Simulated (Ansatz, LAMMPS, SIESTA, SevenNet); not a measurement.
# Codes compared on amorphous Zn40Hg20Se38S22 (120 atoms)

Wanted: errors and costs of other methods on amorphous Zn40Hg20Se38S22 (120 atoms). A plane-wave run serves as the reference.

Method: Kohn-Sham DFT, PBE, PAW, plane waves, in Ansatz 0.2.0.

### Step 1. Set-up

The cell holds 120 atoms: 40 Zn, 20 Hg, 38 Se and 22 S. Cell: a = 14.156 Å, b = 14.156 Å, c = 14.156 Å, α = 90.0°, β = 90.0°, γ = 90.0°. 120 atoms (40 Zn, 20 Hg, 38 Se, 22 S) placed at random at 6.05 g/cm³, melted at 2500 K for 10 ps at fixed volume with the Stillinger-Weber II-VI potential (Zhou et al., Phys. Rev. B 88, 085309 (2013)). Quenched from 2500 K to 500 K at 100 K/ps and fixed volume, held 5 ps.

### Step 2. Reference: Ansatz, plane waves

The PAW files are the set soft_2.

input.yaml reads:

```yaml
crystal:
  lattice:
    - [14.1558, 0.0, 0.0]
    - [0.0, 14.1558, 0.0]
    - [0.0, 0.0, 14.1558]
  atoms:
    - { symbol: Zn, position: [0.49049, 0.35256, 0.52277] }
    - { symbol: Zn, position: [0.40613, 0.61026, 0.32638] }
    - { symbol: Zn, position: [0.16923, 0.11022, 0.11889] }
    - { symbol: Zn, position: [0.04438, 0.88345, 0.03875] }
    [... 110 atom lines left out ...]
    - { symbol: S, position: [0.91779, 0.4283, 0.02474] }
    - { symbol: S, position: [0.31972, 0.69101, 0.19987] }
    - { symbol: S, position: [0.34096, 0.26439, 0.52343] }
    - { symbol: S, position: [0.39074, 0.06186, 0.53603] }
    - { symbol: S, position: [0.09447, 0.97565, 0.46305] }
    - { symbol: S, position: [0.28464, 0.17647, 0.2228] }
kpoints:
  mp_grid: { grid: [1, 1, 1] }
hamiltonian:
  xc: pbe
scf:
  occupations: { method: fermi_dirac, width: 0.05 }
output:
  forces: true
  eigenvalues: true
```

The run is started by

```bash
> ansatz run input.yaml --threads 8 --pin off --max-ram 31232MiB --backend cpu --events-out ev --progress --plain --runs-dir out
```

Log:

```text
[...]
Pseudopotentials: kind: paw
Pseudopotential: Zn, paw, valence charge 12, recommended cutoff 420 eV (normal), Zn.paw.azcp
Pseudopotential: Hg, paw, valence charge 20, recommended cutoff 420 eV (normal), Hg.paw.azcp
Pseudopotential: Se, paw, valence charge 16, recommended cutoff 420 eV (normal), Se.paw.azcp
Pseudopotential: S, paw, valence charge 6, recommended cutoff 420 eV (normal), S.paw.azcp
[... 5 lines on functional and potentials left out ...]
Crystal: 120 atoms, lattice volume = 2836.634 Å³
Basis set: ecut = 420 eV, 55467 PW (Γ), exchange–correlation on 192×192×192 points (8 copies of the dense FFT grid, shifted against one another)
Bands: 972, of which v1, the nominal top of the filled ones, is band 810 counted from 1 (809 counted from 0)
Symmetry: 1 space group operations
Space group: P1 (ITA 1), of the structure as read, at distance tolerance 1.4e-4 Å
k-points: 1
[... 9 lines on functional and potentials left out ...]
Initial density: superposition of atomic densities (neutral atoms: chi_scale 0, normalization atom), corrected by the library's trained network
Initial wavefunctions: pseudopotential atomic-orbital guess
[...]
SCF iter   1: F=—  HF=-636727.769139 eV  |F-HF|=—  |Δ(HF+E_count)|=         —  Δρ=3.53e-3  dr2=1.47e0  ethr=1.77e-3  ⟨swp⟩=6.0  Hψ=3427  notcnv=0  defer=22
preconditioner: auto → LDOS  [metal: Δε(μ)=0.036 eV  Ē_g=10.147 eV  σ=0.050 eV  W_gap=0.18  n_scr=738 (ndim 8)  ℏωp=22.9 eV  f_vac=0.078  D(μ)=37.78/eV (n_scr^D=178)  β→1.0]
[...]
SCF iter  12: F=—  HF=-636727.641908 eV  |F-HF|=—  |Δ(HF+E_count)|=   1.15e-7  Δρ=2.08e-6  dr2=2.47e-7  ethr=5.75e-11  ⟨swp⟩=2.0  Hψ=1373  notcnv=0  defer=133
SCF iter  13: F=-636727.641908 eV  HF=-636727.641908 eV  |F-HF|=7.96e-8  |Δ(HF+E_count)|=   2.32e-8  Δρ=1.22e-6  dr2=9.22e-8  ethr=6.17e-12  ⟨swp⟩=9.0  Hψ=4268  notcnv=0
SCF 1 converged in 13 iterations: F = -636727.641908 eV  dr2 = 9.22e-8
[...]
SCF converged after 13 iterations
Free energy (F): -636727.641908 eV
Harris-Foulkes:  -636727.641908 eV  (|F-HF|=7.96e-8)
Internal energy: -636727.283662 eV  (E = F + TS)
E sigma→0 (E₀):  -636727.462785 eV
Entropy (-TS):   -0.358246 eV (-2.985 meV/atom)
Fermi energy:    7.748581 eV
--- Per-component energies (eV) ---
[...]
Σ components = -636727.641908   (vs F -636727.641908, Δ=0.00e0)
--- Forces (eV/Å), atoms counted from 1 ---
  atom   1  Zn    -0.23410148    -0.13980106    -0.60639614
  atom   2  Zn    -0.51004589     1.14537407     0.54928208
  atom   3  Zn    -0.11016670     0.03400367    -0.25825740
  atom   4  Zn    -0.15752218     0.15388162    -0.39014985
[...]
atom 120  S     -0.41152250     0.08523963     0.55926726
  max |Σ_I F_I| component: 4.52e-5 eV/Å
--- Band table (eV) ---
  k-point 0: bands = ["-107.4694", "-107.2098", "-107.1528", "-107.0526", [... 956 levels ...], "13.9912", "14.0063", "14.0380", "14.0428", "14.0958", "14.1155", "14.1315", "14.1529", "14.1638", "14.1890", "14.2071", "14.2307"]
```

Run time: 83 s. Hardware: 8 threads of Arm Neoverse V1, shared host; peak memory 6.1 GiB.

Read from the output:

| Property | Result |
| --- | --- |
| free energy | -636727.6419 eV |
| free energy per atom | -5306.0637 eV/atom |
| SCF cycles | 13 |
| r.m.s. force component | 0.4343 eV/Å |
| longest force | 1.418 eV/Å |
| Fermi energy | 7.749 eV |
| levels partly filled by over 2 per cent | 8 |

Length of the force by element:

| element | coordination | atoms | mean length of the force (eV/Å) | spread | least | most |
| --- | --- | --- | --- | --- | --- | --- |
| Hg | all | 20 | 0.529 | 0.279 | 0.100 | 1.02 |
| S | all | 22 | 0.817 | 0.303 | 0.387 | 1.42 |
| Se | all | 38 | 0.737 | 0.329 | 0.145 | 1.39 |
| Zn | all | 40 | 0.645 | 0.257 | 0.224 | 1.37 |

The levels nearest the highest filled one (over half full), pooled over k-points and spins:

| level less the highest filled one (eV) | occupation |
| --- | --- |
| -0.303 | 2.00 |
| -0.191 | 1.97 |
| -0.103 | 1.85 |
| -0.0864 | 1.80 |
| -0.0515 | 1.63 |
| 0 | 1.22 |
| 0.0425 | 0.805 |
| 0.0836 | 0.457 |
| 0.146 | 0.155 |
| 0.179 | 0.084 |
| 0.254 | 0.019 |
| 0.295 | 0.009 |

### Step 3. The ladder

The programs:
- SIESTA 5.4.2: numerical atomic orbitals, whose automatically made sets are far from complete, with PseudoDojo norm-conserving potentials that we converted to its format (checked against plane waves on the same files for H, C, O, Si, Ge and Ca alone); labels give functional, basis size, energy shift and mesh cutoff.
- SevenNet: machine-learned potential, published weights.

All use the same cell and atoms; the electronic-structure runs use the same k-mesh, and an electronic temperature of 580 K (0.05 eV) where levels are smeared.

Differences are against the plane-wave reference, forces as r.m.s. over components; share is that over the reference's r.m.s. force, slope the least-squares factor from reference forces to these. Total energies of different programs have different zeros and aren't compared.

| run | Δ force, r.m.s. (meV/Å) | share (%) | slope | cores | CPU time | memory (GiB) |
| --- | --- | --- | --- | --- | --- | --- |
| reference | - | - | - | 8 | 10 min | 6.1 |
| SIESTA PBE, DZP, shift 0.01 Ry, mesh 350 Ry | 176 | 40.6 | 1.044 | 4 | 9.2 min | 2.2 |
| SIESTA PBE, SZ, shift 0.02 Ry, mesh 350 Ry (coarse) | 1649 | 380 | 1.575 | 4 | 4.1 min | 1.4 |
| SevenNet 0 potential | 143 | 32.8 | 0.868 | 4 | 9.7 s | 0.87 |

Rows marked coarse were listed beforehand as settings not expected to be converged; some can still land near the reference.

Times of the machine-learned potentials are mostly Python's start and the loading of weights.

CPU time is summed over cores on a shared host, where runs went side by side, so it is rough. Symmetry, cutoffs, thresholds, outputs and thread counts weren't matched or tuned between programs; memory under MPI is the largest rank's times the ranks.

### Step 4. Outcome

- reference r.m.s. force component: 0.434 eV/Å
- nearest in forces: SevenNet 0 potential, 33 %
- farthest in forces: SIESTA PBE, SZ, shift 0.02 Ry, mesh 350 Ry (coarse), 380 %
- cheapest electronic-structure run beside the reference: SIESTA PBE, SZ, shift 0.02 Ry, mesh 350 Ry, 4.1 min of CPU time

What this shows: The PBE run in local orbitals, coarse settings apart, differs by 41 % (SIESTA PBE, DZP, shift 0.01 Ry, mesh 350 Ry); basis, grid and potentials can all enter, and differences of this size make the forces unusable. Machine-learned potentials differ by 33 % (SevenNet 0 potential); they were trained on other programs' data. Runs with settings chosen to be coarse differ by 380 % (SIESTA PBE, SZ, shift 0.02 Ry, mesh 350 Ry), their programs' other errors included. One electronic-structure run takes under half the reference's CPU time: SIESTA PBE, SZ, shift 0.02 Ry, mesh 350 Ry, at 380 % in 4.1 min against 10 min, too far off to be of use. In the reference: counting bands leaves a spacing of only 0.043 eV (at Γ alone), which the smearing bridges: 8 levels are partly filled by over 2 %, so a gap, if any, is small at this level. The potentials hold different valence shells: 1620 electrons in the reference, 1940 in SIESTA; this bears on time and differences. Machine-learned potentials mimic data converged in k, so the reference's own k-point error enters their differences. The quench rate of 100 K/ps is many orders above laboratory rates, so the cell is likely richer in defects and strain than a real sample. The network of bonds at the start is that of the classical potential that made the cell, and needn't be the one that DFT or experiment would give. The electronic-structure runs sample only Γ, in a cell whose shortest periodic width is 14 Å, which is coarse for a cell with partly filled levels. Spin–orbit coupling is left out, which matters for the levels of the heavy elements.

[Also dropped from logs without a mark: logging warnings of Python, and SIESTA's first energy breakdown and zero terms.]

[Logs are printed without paths, hosts, clocks, repeated set-up lines and the standing remarks that a program may print on its own settings, such as how far it seeks lower states.]

[Hosts, paths, dates, database ids (printed as entryN), source tags and the programs' standing remarks are cut or masked in the printed files.]
